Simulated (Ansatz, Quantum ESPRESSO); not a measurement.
**Equation of state of diamond Si**

How stiff is diamond Si under hydrostatic load? Each row scales the relaxed cell evenly and relaxes the atoms. The phase is followed to these pressures whether or not it stays the stable one.

Calculated with Ansatz 0.2.0, r2SCAN, PAW files of the set soft_1, cutoff 600 eV, Fermi–Dirac smearing 0.02 eV, k-mesh 9×9×9, no spin polarisation, no spin-orbit coupling.

Reference cell, relaxed at zero pressure with r2SCAN (Fd-3m): a = 3.8495 Å, b = 3.8495 Å, c = 3.8495 Å, α = 60.00°, β = 60.00°, γ = 60.00°.

```csv
atom,x,y,z
Si,0.5000,0.5000,0.5000
Si,0.7500,0.7500,0.7500
```

```
V (Å³/atom)    V/V0  P (GPa)  E − E0 (meV/atom)
    18.9575  0.9400    6.844               24.5
    19.3608  0.9600    4.323               10.5
    19.7642  0.9800    2.050                2.5
    20.9742  1.0400   −3.504                9.1
    21.3776  1.0600   −4.998               19.9
```

V0 = 20.1675 Å³ an atom, where the residual pressure P0 is +0.002 GPa. **Question.** Fit the Birch–Murnaghan law and give the pressure and the energy at V = 20.5709 Å³ an atom, a row left out above.

With the Eulerian strain f = ½[(V0/V)^(2/3) − 1] and F = (P − P0)/[3f(1 + 2f)^(5/2)], the third-order law is the line F = B0 + (3/2) B0 (B′ − 4) f.

```csv
f,F (GPa)
0.02106,97.70
0.01379,97.55
0.00678,97.37
−0.01290,96.68
−0.01905,96.41
```

A straight line through the 5 rows: the means are 0.001936 for f and 97.142 for F, Σ(Δx)² = 0.00119 and ΣΔxΔy = 0.03883, so the slope is 0.03883/0.00119 = 32.622 and the intercept 97.142 − (32.622)(0.001936) = 97.079.

Hence B0 = 97.1 GPa and B′ = 4 + (32.6)/(1.5 × 97.1) = 4.22. For the withheld volume f = −0.00656, F = 96.86 GPa and P = −1.84 GPa. The run itself gives −1.84 GPa, so the estimate misses by 0.00 GPa, a rounding's worth.

Integrating the same law gives E − E0 = (9/2) B0 V0 f²[1 + (B′ − 4) f] + P0(V0 − V), with 1 GPa Å³ = 6.2415 meV: 2.4 meV an atom. The run itself gives 2.4 meV, so the estimate misses by 0.0 meV, a rounding's worth.

The same fit over all rows at other levels or in other programs gives B0 = 94 GPa with PBEsol (Quantum ESPRESSO, GBRV), 93 GPa with PBEsol (Quantum ESPRESSO, PseudoDojo) and 97 GPa with LDA (Quantum ESPRESSO, GBRV).

Measured volume: 20.023 Å³ an atom (doi:10.1107/S0021889875010965, 298.15 K), so V0 is +0.7 % off. A stiffness follows the volume as d ln B/d ln V = −B′, which moves B0 by about +3 % when it is taken at the measured volume.

Measured bulk modulus: 97.6 GPa (arxiv:1007.2730), against 97 GPa here (−1 %).

The calculation is for a static lattice, while measurements hold thermal and zero-point motion.

[Logs are printed without paths, hosts, clocks, repeated set-up lines and the standing remarks that a program may print on its own settings, such as how far it seeks lower states.]
